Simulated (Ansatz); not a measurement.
# SrH2S2: complex band structure, part 2 of 2

A new crystal, SrH2S2: structure, gap and complex bands. It is built by putting Sr for Cd, S for O in the CdH2O2 structure of space group P-3m1, with the volume rescaled by atomic radii. The parent structure comes from the Materials Project.

Ansatz 0.2.0; PBE DFT, plane waves, PAW files (the session's first sound run).

So far, gap on path (eV): step 3 (band edges) 3.60.

The structure was built from a prototype and need not be the compound's stable phase.

**4. Complex bands, plane (001), k-mesh 6×6×4**

This step: PBE DFT, plane waves, PAW files; complex bands by layer matching along the plane's normal (Ansatz 0.2.0).

The same crystal is laid in a cell whose first two vectors span the (001) plane (indices of the standard conventional cell, whose axes can be ordered otherwise than in the bulk input). At fixed energy and wavevector in the plane the solver finds all kz, real and complex. A few wavevectors are listed, (0, 0) and (0.5, 0) in units of the plane's reciprocal vectors; the slowest state needn't be among them.

input.yaml reads:

```yaml
crystal:
  lattice:
    - [4.688092213, 0.0, 0.0]
    - [2.344046107, 4.060006952, 0.0]
    - [0.0, 0.0, 6.290757442]
  atoms:
    - { symbol: Sr, position: [0.0, 0.0, 0.0] }
    - { symbol: H, position: [0.3333333333, 0.3333333333, 0.5690847982] }
    - { symbol: H, position: [0.6666666667, 0.6666666667, 0.4309152018] }
    - { symbol: S, position: [0.3333333333, 0.3333333333, 0.7839659546] }
    - { symbol: S, position: [0.6666666667, 0.6666666667, 0.2160340454] }
kpoints:
  mp_grid: { grid: [6, 6, 4] }
scf:
  occupations: { method: fixed }
hamiltonian:
  xc: pbe
output:
  eigenvalues: true
  transmission:
    leads: [[0, 0]]
    kpoints: [[0.0, 0.0], [0.5, 0.0]]
    e_range: [-1.0, 4.6]
    de: 0.11
```

Command:

```
$ ansatz run input.yaml --threads 2 --pin off --max-ram 4096MiB --backend cpu --events-out ev --progress --plain --runs-dir out
```

Numbers of over 12 decimals in the logs are rounded to 6 here.

The log of the run:

```text
[...]
Crystal: 5 atoms, lattice volume = 119.736 Å³
Basis set: ecut = 420 eV, 2355 PW (Γ)
Bands: 17, of which v1, the nominal top of the filled ones, is band 12 counted from 1 (11 counted from 0)
Symmetry: 12 space group operations
[...]
k-points: 24 of 144
[...]
SCF iter   1: F=—  HF=-5384.768192 eV  |F-HF|=—  |Δ(HF+E_count)|=         —  Δρ=1.70e-3  dr2=1.01e-2  ethr=1.77e-3  ⟨swp⟩=5.2  Hψ=2163  notcnv=0  defer=60
[...]
SCF iter   6: F=-5384.767623 eV  HF=-5384.767623 eV  |F-HF|=2.37e-8  |Δ(HF+E_count)|=   8.69e-7  Δρ=1.88e-6  dr2=7.09e-9  ethr=4.17e-10  ⟨swp⟩=11.6  Hψ=2483  notcnv=0
SCF 1 converged in 6 iterations: F = -5384.767623 eV  dr2 = 7.09e-9
[...]
transmission: 9 of 18 steps passed
transmission: 18 of 18 steps passed
SCF converged after 6 iterations
Free energy (F): -5384.767623 eV
[...]
Internal energy: -5384.767623 eV  (E = F + TS)
E sigma→0 (E₀):  -5384.767623 eV
Fermi energy:    1.642993 eV
[...]
--- Band table (eV; the first three rows and the last of 24) ---
  k-point 0: bands = [... 8 lower, 0.5593, 0.5593, 1.6430, 1.6430, 5.2425, 5.9901, 6.5833, 7.1462, ... 1 higher]
  k-point 1: bands = [... 8 lower, 0.5949, 0.5949, 1.5864, 1.5864, 5.7409, 5.9720, 6.9144, 7.0507, ... 1 higher]
  k-point 2: bands = [... 8 lower, 0.6345, 0.6345, 1.5262, 1.5262, 5.9792, 6.5459, 6.9632, 6.9632, ... 1 higher]
  k-point 23: bands = [... 8 lower, 0.3667, 0.7823, 0.7823, 1.0877, 6.7995, 6.7995, 7.4784, 7.9854, ... 1 higher]
--- Transmission ---
  basis      : 163 plane waves across, 9 finite elements along
  points     : 2, as listed
  energies   : 51 from -1.000000 to 4.500000 eV about the Fermi level, 0.110000 eV apart; the leads are filled to 1.799733 eV, and channels, transmission and decay are at 1.750000 eV
  crystal 0  : H2S2Sr1, at the sites [0, 0], period 6.2908 Å: whole cells are its period
    offset         : up to 0.0000 Å between an atom of the period and one for which it stands
    channels       : 0.000000e0 a spin
    conductance    : none, the energies end too early or step too widely for 300 K: set another output.transmission.e_range or a lower de, or, where they end at an eighth of basis.ecutwfc, a higher one
    slowest decay  : 0.4138 /Å at (0.0000, 0.0000)
```

Elapsed: 16 s, on 2 threads of Arm Neoverse V2, shared host; peak memory 0.46 GiB; 25 s of CPU time.

This step gave:

| Item | Value |
| --- | --- |
| level to which the leads are filled | 1.800 eV from the Fermi level |
| decay constant at the filling level, zone centre | 0.4138 Å⁻¹ |
| decay constant at the filling level, slowest listed point | 0.4138 Å⁻¹ |

K parallel (0, 0); values up to 1.5 1/Å, a degenerate pair printed once or twice; energies at which all values exceed this have no row. Im kz of the slowest decaying states against energy, zero at the highest filled level on the SCF mesh:

```csv
energy (eV),decay 1 (Å⁻¹),decay 2 (Å⁻¹),decay 3 (Å⁻¹),decay 4 (Å⁻¹)
-1.00,0.0988,0.497,0.991,1.20
-0.78,0.353,0.501,0.976,1.19
-0.45,0.361,0.504,0.952,1.16
-0.12,0.0501,0.502,0.928,1.13
-0.01,0.501,0.919,1.12,-
0.10,0.274,0.498,0.911,1.11
0.32,0.429,0.493,0.893,1.09
0.65,0.482,0.537,0.866,1.06
0.98,0.466,0.599,0.837,1.03
1.20,0.454,0.628,0.817,1.01
1.42,0.439,0.649,0.796,0.985
1.75,0.414,0.671,0.763,0.951
2.08,0.383,0.684,0.728,0.915
2.30,0.359,0.689,0.703,0.891
2.52,0.332,0.676,0.691,0.865
2.85,0.282,0.632,0.689,0.824
3.18,0.215,0.582,0.683,0.781
3.40,0.150,0.543,0.676,0.749
3.62,0.499,0.667,0.716,-
3.95,0.411,0.651,0.660,-
4.28,0.209,0.595,0.630,-
4.50,0.195,0.334,0.544,0.613
```

K parallel (0.5, 0); values up to 1.5 1/Å, a degenerate pair printed once or twice; energies at which all values exceed this have no row. Im kz of the slowest decaying states against energy, zero at the highest filled level on the SCF mesh:

```csv
energy (eV),decay 1 (Å⁻¹),decay 2 (Å⁻¹),decay 3 (Å⁻¹),decay 4 (Å⁻¹)
-1.0000,0.200,0.371,0.744,0.909
-0.7800,0.186,0.230,0.497,0.890
-0.4500,0.334,0.736,0.741,0.862
-0.2300,0.396,0.805,0.842,0.968
-0.0100,0.434,0.821,0.850,1.04
0.2100,0.461,0.800,0.881,1.08
0.5400,0.489,0.767,0.912,1.12
0.7600,0.502,0.744,0.927,1.13
0.9800,0.511,0.719,0.938,1.14
1.2000,0.518,0.694,0.947,1.14
1.5300,0.522,0.653,0.956,1.14
1.7500,0.522,0.624,0.961,1.13
1.9700,0.520,0.593,0.966,1.13
2.3000,0.513,0.543,0.972,1.11
2.5200,0.505,0.506,0.977,1.10
2.7400,0.464,0.496,0.984,1.08
2.9600,0.417,0.484,0.995,1.06
3.2900,0.330,0.460,1.03,1.05
3.5100,0.251,0.441,1.01,1.03
3.7300,0.117,0.418,0.988,1.02
3.9500,0.39,0.968,0.994,1.00
4.2800,0.337,0.938,0.959,0.973
4.5000,0.125,0.291,0.918,0.931
```

At the listed wavevectors the last open channel is at -0.01 eV and the next at +3.62 eV on the grid. At +1.75 eV, the grid energy nearest the filling level (the middle of the gap on the SCF mesh), the slowest state at the listed wavevectors decays with κ = 0.414 Å⁻¹, its amplitude falling by e over 2.4 Å. Through 1 nm of this crystal that state's transmission falls by exp(−2 × 0.414 Å⁻¹ × 10 Å) = 2.5e-4.

**5. Decaying states in the gap, plane (101), k-mesh 8×8×8**

The same for the (101) plane, at (0, 0) and (0.5, 0), to see how the decay depends on direction.

input.yaml reads:

```yaml
crystal:
  lattice:
    - [7.845497931, 0.0, 0.0]
    - [1.40068921, 4.473955558, 0.0]
    - [2.80137842, 1.579194, 3.411251069]
  atoms:
    - { symbol: Sr, position: [0.0, 0.0, 0.0] }
    - { symbol: H, position: [0.4309152018, 0.6666666667, 0.2357514649] }
    - { symbol: H, position: [0.5690847982, 0.3333333333, 0.7642485351] }
    - { symbol: S, position: [0.2160340454, 0.6666666667, 0.4506326213] }
    - { symbol: S, position: [0.7839659546, 0.3333333333, 0.5493673787] }
kpoints:
  mp_grid: { grid: [8, 8, 8] }
scf:
  occupations: { method: fixed }
hamiltonian:
  xc: pbe
output:
  eigenvalues: true
  transmission:
    leads: [[0, 0]]
    kpoints: [[0.0, 0.0], [0.5, 0.0]]
    e_range: [-1.0, 4.6]
    de: 0.09
```

The log of the run:

```text
[...]
Crystal: 5 atoms, lattice volume = 119.736 Å³
Basis set: ecut = 420 eV, 2355 PW (Γ)
Bands: 17, of which v1, the nominal top of the filled ones, is band 12 counted from 1 (11 counted from 0)
Symmetry: 12 space group operations
[...]
k-points: 65 of 512
[...]
SCF iter   1: F=—  HF=-5384.768215 eV  |F-HF|=—  |Δ(HF+E_count)|=         —  Δρ=1.70e-3  dr2=1.01e-2  ethr=1.77e-3  ⟨swp⟩=5.3  Hψ=5871  notcnv=0  defer=166
[...]
SCF iter   6: F=-5384.767625 eV  HF=-5384.767625 eV  |F-HF|=2.41e-8  |Δ(HF+E_count)|=   8.99e-7  Δρ=2.07e-6  dr2=8.37e-9  ethr=4.17e-10  ⟨swp⟩=12.1  Hψ=7064  notcnv=0
SCF 1 converged in 6 iterations: F = -5384.767625 eV  dr2 = 8.37e-9
[...]
transmission: 6 of 12 steps passed
transmission: 12 of 12 steps passed
SCF converged after 6 iterations
Free energy (F): -5384.767625 eV
[...]
Internal energy: -5384.767625 eV  (E = F + TS)
E sigma→0 (E₀):  -5384.767625 eV
Fermi energy:    1.642960 eV
[...]
--- Band table (eV; the first three rows and the last of 65) ---
  k-point 0: bands = [... 8 lower, 0.5593, 0.5593, 1.6430, 1.6430, 5.2424, 5.9899, 6.5833, 7.1462, ... 1 higher]
  k-point 1: bands = [... 8 lower, 0.5964, 0.6254, 1.3798, 1.5337, 5.7017, 5.8902, 6.6752, 7.3080, ... 1 higher]
  k-point 2: bands = [... 8 lower, 0.6541, 0.7904, 0.9577, 1.2957, 5.7737, 6.4797, 7.0052, 7.7170, ... 1 higher]
  k-point 64: bands = [... 8 lower, 0.6345, 0.6345, 1.5262, 1.5262, 5.9792, 6.5457, 6.9632, 6.9632, ... 1 higher]
--- Transmission ---
  basis      : 311 plane waves across, 6 finite elements along
  points     : 2, as listed
[...]
crystal 0  : S2H2Sr1, at the sites [0, 0], period 3.4113 Å: whole cells are its period
[...]
channels       : 0.000000e0 a spin
[...]
slowest decay  : 0.3167 /Å at (0.0000, 0.0000)
```

It took 65 s on 2 threads; peak memory 1 GiB; 2.1 min of CPU time.

Numbers from this step:

```yaml
decay_constant_at_the_filling_level_zone_centre: 0.3167 Å⁻¹
decay_constant_at_the_filling_level_slowest_listed_point: 0.3167 Å⁻¹
```

K parallel (0, 0); values up to 1.5 1/Å, a degenerate pair printed once or twice; energies at which all values exceed this have no row. The Im kz of the slowest decaying states by energy, zero at the highest filled level on the SCF mesh:

```csv
energy (eV),decay 1 (Å⁻¹),decay 2 (Å⁻¹),decay 3 (Å⁻¹),decay 4 (Å⁻¹)
-1.00,0.418,0.673,0.850,1.13
-0.73,0.109,0.694,0.825,1.12
-0.46,0.213,0.425,0.711,0.797
-0.19,0.412,0.560,0.720,0.765
-0.01,0.479,0.622,0.724,0.742
0.08,0.113,0.184,0.504,0.646
0.44,0.237,0.389,0.579,0.688
0.71,0.278,0.463,0.615,0.694
0.98,0.301,0.512,0.641,0.681
1.25,0.314,0.546,0.660,0.666
1.52,0.319,0.571,0.648,0.673
1.79,0.317,0.589,0.629,0.662
2.06,0.308,0.600,0.607,0.647
2.33,0.294,0.581,0.607,0.630
2.60,0.272,0.553,0.609,0.610
2.87,0.242,0.519,0.584,0.590
3.14,0.200,0.480,0.554,0.567
3.50,0.0980,0.411,0.508,0.532
3.77,0.334,0.469,0.502,0.569
4.04,0.184,0.425,0.469,0.546
4.31,0.388,0.431,0.515,0.610
4.58,0.189,0.218,0.364,0.385
```

K parallel (0.5, 0); values up to 1.5 1/Å, a degenerate pair printed once or twice; energies at which all values exceed this have no row. Im kz of the slowest decaying states against energy, zero at the highest filled level on the SCF mesh:

```csv
energy (eV),decay 1 (Å⁻¹),decay 2 (Å⁻¹),decay 3 (Å⁻¹),decay 4 (Å⁻¹)
-1.00,0.297,0.573,0.724,0.892
-0.73,0.0651,0.189,0.561,0.728
-0.46,0.416,0.564,0.722,0.865
-0.19,0.443,0.485,0.710,0.848
-0.01,0.161,0.387,0.510,0.701
0.08,0.217,0.452,0.520,0.696
0.44,0.355,0.544,0.580,0.673
0.71,0.429,0.552,0.628,0.653
0.98,0.497,0.555,0.631,0.659
1.25,0.553,0.587,0.608,0.654
1.52,0.546,0.581,0.626,0.691
1.79,0.536,0.553,0.630,0.697
2.06,0.521,0.523,0.631,0.699
2.33,0.485,0.506,0.630,0.696
2.60,0.445,0.485,0.626,0.685
2.87,0.398,0.461,0.618,0.631
3.14,0.341,0.432,0.574,0.604
3.50,0.234,0.384,0.490,0.573
3.77,0.0596,0.337,0.415,0.541
4.04,0.274,0.314,0.500,0.546
4.31,0.102,0.168,0.451,0.494
4.58,0.0664,0.0926,0.396,0.432
```

At the listed wavevectors the last open channel is at -0.01 eV and the next at +3.68 eV on the grid. At +1.79 eV, the grid energy nearest the filling level (the middle of the gap on the SCF mesh), the slowest state at the listed wavevectors decays with κ = 0.317 Å⁻¹, its amplitude falling by e over 3.2 Å; the first such run, plane (001), gave 0.414 Å⁻¹.

**6. Band edges at another level, cutoff 979.61 eV**

This step: PBE DFT, plane waves, norm-conserving files (Ansatz 0.2.0).

The edges again with norm-conserving files, at the same atoms. Against that run the cutoff is 980 eV against 420.

input.yaml reads:

```yaml
crystal:
  lattice:
    - [4.6880922134, 0.0, 0.0]
    - [-2.3440461067, 4.0600069521, 0.0]
    - [0.0, 0.0, 6.2907574418]
  atoms:
    - { symbol: Sr, position: [0.0, 0.0, 0.0] }
    - { symbol: H, position: [0.6666666667, 0.3333333333, 0.5690847982] }
    - { symbol: H, position: [0.3333333333, 0.6666666667, 0.4309152018] }
    - { symbol: S, position: [0.6666666667, 0.3333333333, 0.7839659546] }
    - { symbol: S, position: [0.3333333333, 0.6666666667, 0.2160340454] }
kpoints:
  mp_grid: { grid: [6, 6, 4] }
  band_path: { path: [VBM, CBM], npoints: 30 }
scf:
  occupations: { method: fixed }
hamiltonian:
  xc: pbe
  pseudopotentials: { kind: nc }
output:
  eigenvalues: true
```

The log of the run:

```text
[...]
Crystal: 5 atoms, lattice volume = 119.736 Å³
Basis set: ecut = 979.609905 eV, 8259 PW (Γ)
Bands: 17, of which v1, the nominal top of the filled ones, is band 12 counted from 1 (11 counted from 0)
Symmetry: 12 space group operations
[...]
k-points: 24 of 144
[...]
SCF iter   1: F=—  HF=-1567.850477 eV  |F-HF|=—  |Δ(HF+E_count)|=         —  Δρ=3.88e-2  dr2=3.15e0  ethr=3.10e-3  ⟨swp⟩=6.8  Hψ=2333  notcnv=0  defer=60
[...]
SCF iter   8: F=-1566.801889 eV  HF=-1566.801889 eV  |F-HF|=1.58e-7  |Δ(HF+E_count)|=   2.37e-6  Δρ=5.40e-6  dr2=5.12e-8  ethr=4.17e-10  ⟨swp⟩=13.6  Hψ=3411  notcnv=0
SCF 1 converged in 8 iterations: F = -1566.801889 eV  dr2 = 5.12e-8
[...]
SCF converged after 8 iterations
Free energy (F): -1566.801889 eV
[...]
Internal energy: -1566.801889 eV  (E = F + TS)
E sigma→0 (E₀):  -1566.801889 eV
Fermi energy:    1.679595 eV
[...]
--- Band table (eV; the first three rows and the last of 24) ---
  k-point 0: bands = [... 8 lower, 0.5967, 0.5967, 1.6796, 1.6796, 5.2766, 6.0271, 6.6227, 7.1854, ... 1 higher]
  k-point 1: bands = [... 8 lower, 0.6322, 0.6322, 1.6231, 1.6231, 5.7750, 6.0096, 6.9526, 7.0899, ... 1 higher]
  k-point 2: bands = [... 8 lower, 0.6719, 0.6719, 1.5628, 1.5628, 6.0179, 6.5803, 7.0024, 7.0024, ... 1 higher]
  k-point 23: bands = [... 8 lower, 0.4036, 0.8188, 0.8188, 1.1241, 6.8389, 6.8389, 7.5175, 8.0219, ... 1 higher]
```

Elapsed: 15 s, on 2 threads; peak memory 0.51 GiB.

This step gave:

| Property | Result |
| --- | --- |
| free energy | -1566.8019 eV |
| Fermi energy | 1.680 eV |
| gap on the k-mesh | 3.597 eV |
| gap on path | 3.597 eV, by band count; negative where bands overlap |
| direct gap on path | 3.597 eV |

Levels at VBM (eV): -4.75, -3.26, -1.08, -1.08, 0.00, 0.00, 3.60, 4.35, 4.94, 5.51, 5.51.

The searched edges give 3.60 eV, as on the mesh.

**7. Complex bands at another level, cutoff 979.61 eV**

This step: PBE DFT, plane waves, norm-conserving files; complex bands by layer matching along the plane's normal (Ansatz 0.2.0).

The complex bands at that level, over its own gap, at (0, 0) and (0.5, 0).

input.yaml reads:

```yaml
crystal:
  lattice:
    - [4.688092213, 0.0, 0.0]
    - [2.344046107, 4.060006952, 0.0]
    - [0.0, 0.0, 6.290757442]
  atoms:
    - { symbol: Sr, position: [0.0, 0.0, 0.0] }
    - { symbol: H, position: [0.3333333333, 0.3333333333, 0.5690847982] }
    - { symbol: H, position: [0.6666666667, 0.6666666667, 0.4309152018] }
    - { symbol: S, position: [0.3333333333, 0.3333333333, 0.7839659546] }
    - { symbol: S, position: [0.6666666667, 0.6666666667, 0.2160340454] }
kpoints:
  mp_grid: { grid: [6, 6, 4] }
scf:
  occupations: { method: fixed }
hamiltonian:
  xc: pbe
  pseudopotentials: { kind: nc }
output:
  eigenvalues: true
  transmission:
    leads: [[0, 0]]
    kpoints: [[0.0, 0.0], [0.5, 0.0]]
    e_range: [-1.0, 4.6]
    de: 0.11
```

The log of the run:

```text
[...]
Crystal: 5 atoms, lattice volume = 119.736 Å³
Basis set: ecut = 979.609905 eV, 8259 PW (Γ)
Bands: 17, of which v1, the nominal top of the filled ones, is band 12 counted from 1 (11 counted from 0)
Symmetry: 12 space group operations
[...]
k-points: 24 of 144
[...]
SCF iter   1: F=—  HF=-1567.850475 eV  |F-HF|=—  |Δ(HF+E_count)|=         —  Δρ=3.88e-2  dr2=3.15e0  ethr=3.10e-3  ⟨swp⟩=6.8  Hψ=2330  notcnv=0  defer=60
[...]
SCF iter   8: F=-1566.801889 eV  HF=-1566.801889 eV  |F-HF|=1.58e-7  |Δ(HF+E_count)|=   2.23e-6  Δρ=5.31e-6  dr2=5.04e-8  ethr=4.17e-10  ⟨swp⟩=13.5  Hψ=3377  notcnv=0
SCF 1 converged in 8 iterations: F = -1566.801889 eV  dr2 = 5.04e-8
transmission: 13 of 26 steps passed
transmission: 26 of 26 steps passed
SCF converged after 8 iterations
Free energy (F): -1566.801889 eV
[...]
Internal energy: -1566.801889 eV  (E = F + TS)
E sigma→0 (E₀):  -1566.801889 eV
Fermi energy:    1.679598 eV
[...]
--- Band table (eV; the first three rows and the last of 24) ---
  k-point 0: bands = [... 8 lower, 0.5967, 0.5967, 1.6796, 1.6796, 5.2766, 6.0271, 6.6227, 7.1854, ... 1 higher]
  k-point 1: bands = [... 8 lower, 0.6322, 0.6322, 1.6231, 1.6231, 5.7750, 6.0096, 6.9526, 7.0899, ... 1 higher]
  k-point 2: bands = [... 8 lower, 0.6719, 0.6719, 1.5628, 1.5628, 6.0179, 6.5803, 7.0024, 7.0024, ... 1 higher]
  k-point 23: bands = [... 8 lower, 0.4036, 0.8188, 0.8188, 1.1241, 6.8389, 6.8389, 7.5175, 8.0219, ... 1 higher]
--- Transmission ---
  basis      : 379 plane waves across, 13 finite elements along
  points     : 2, as listed
[...]
crystal 0  : S2Sr1H2, at the sites [0, 0], period 6.2908 Å: whole cells are its period
[...]
channels       : 0.000000e0 a spin
[...]
slowest decay  : 0.4138 /Å at (0.0000, 0.0000)
```

Elapsed: 2.3 min, on 2 threads; peak memory 1.9 GiB; 4.4 min of CPU time.

Numbers from this step:

- level to which the leads are filled: 1.799 eV from the Fermi level
- decay constant at the filling level, zone centre: 0.4138 Å⁻¹
- decay constant at the filling level, slowest listed point: 0.4138 Å⁻¹

K parallel (0, 0); values up to 1.5 1/Å, a degenerate pair printed once or twice; energies at which all values exceed this have no row. Table of Im kz of the slowest decaying states by energy, zero at the highest filled level on the SCF mesh:

```csv
energy (eV),decay 1 (Å⁻¹),decay 2 (Å⁻¹),decay 3 (Å⁻¹),decay 4 (Å⁻¹)
-1.00,0.0943,0.498,0.992,1.20
-0.78,0.353,0.502,0.976,1.19
-0.56,0.376,0.504,0.961,1.17
-0.34,0.327,0.504,0.944,1.15
-0.12,0.0508,0.502,0.928,1.13
-0.01,0.501,0.919,1.12,-
0.10,0.274,0.499,0.911,1.11
0.32,0.429,0.493,0.893,1.09
0.54,0.486,0.509,0.875,1.07
0.76,0.477,0.562,0.857,1.05
0.98,0.466,0.600,0.837,1.03
1.20,0.454,0.628,0.817,1.01
1.42,0.439,0.649,0.797,0.985
1.64,0.423,0.665,0.775,0.963
1.86,0.404,0.676,0.752,0.940
2.08,0.383,0.684,0.728,0.916
2.30,0.359,0.689,0.703,0.891
2.52,0.331,0.676,0.691,0.865
2.74,0.300,0.647,0.691,0.838
2.96,0.262,0.616,0.688,0.810
3.18,0.214,0.582,0.683,0.781
3.40,0.149,0.544,0.676,0.749
3.62,0.499,0.668,0.716,-
3.84,0.445,0.657,0.680,-
4.06,0.371,0.640,0.645,-
4.28,0.211,0.596,0.630,-
4.50,0.196,0.332,0.545,0.613
```

K parallel (0.5, 0); values up to 1.5 1/Å, a degenerate pair printed once or twice; energies at which all values exceed this have no row. Table of Im kz of the slowest decaying states by energy, zero at the highest filled level on the SCF mesh:

```csv
energy (eV),decay 1 (Å⁻¹),decay 2 (Å⁻¹),decay 3 (Å⁻¹),decay 4 (Å⁻¹)
-1.00,0.200,0.372,0.747,0.909
-0.78,0.186,0.230,0.503,0.891
-0.56,0.282,0.560,0.763,0.872
-0.34,0.370,0.768,0.852,0.902
-0.12,0.417,0.827,0.832,1.02
-0.01,0.434,0.821,0.848,1.05
0.10,0.449,0.811,0.865,1.07
0.32,0.472,0.789,0.892,1.10
0.54,0.490,0.767,0.911,1.12
0.76,0.502,0.744,0.926,1.13
0.98,0.512,0.719,0.937,1.14
1.20,0.518,0.694,0.946,1.14
1.42,0.522,0.667,0.953,1.14
1.64,0.523,0.639,0.959,1.13
1.86,0.522,0.609,0.963,1.13
2.08,0.519,0.577,0.968,1.12
2.30,0.513,0.543,0.972,1.11
2.52,0.506,0.506,0.977,1.10
2.74,0.464,0.496,0.984,1.08
2.96,0.417,0.484,0.995,1.06
3.18,0.362,0.469,1.02,1.04
3.40,0.295,0.451,1.02,1.04
3.62,0.198,0.430,0.998,1.03
3.84,0.405,0.978,1.01,1.01
4.06,0.374,0.958,0.984,0.992
4.28,0.337,0.938,0.959,0.973
4.50,0.124,0.291,0.918,0.932
```

At the listed wavevectors the last open channel is at -0.01 eV and the next at +3.62 eV on the grid. At +1.75 eV, the grid energy nearest the filling level (the middle of the gap on the SCF mesh), the slowest state at the listed wavevectors decays with κ = 0.414 Å⁻¹, its amplitude falling by e over 2.4 Å; the first such run, plane (001), gave 0.414 Å⁻¹.

**8. Summary of results**

```json
{
  "band gap": "3.60 eV",
  "least decay constant at mid-gap, normal to (001)": "0.414 Å⁻¹",
  "least decay constant at mid-gap, normal to (101)": "0.317 Å⁻¹",
  "least decay constant, norm-conserving files": "0.414 Å⁻¹"
}
```

What this shows: With PBE, the slowest decay at the wavevectors tried is κ = 0.317 Å⁻¹, normal to (101). Through such a film the transmission near mid-gap falls as exp(−2κd), a factor of ten every 3.6 Å. The decay depends on direction: 1.3 times faster normal to (001). A free electron under a barrier of half the gap would need a mass of 0.21 mₑ to decay at this rate. With norm-conserving files the gap goes from 3.60 to 3.60 eV and the decay constant, over the first 2 listed wavevectors, from 0.414 to 0.414 Å⁻¹. The compound is made up by substitution; its stability against other phases and against distortions of the cell's symmetry was not tested. A semilocal functional narrows gaps, so real decay constants are likely larger.

[Logs are printed without paths, hosts, clocks, repeated set-up lines and the standing remarks that a program may print on its own settings, such as how far it seeks lower states.]

[Hosts, paths, dates, database ids (printed as entryN), source tags and the programs' standing remarks are cut or masked in the printed files.]
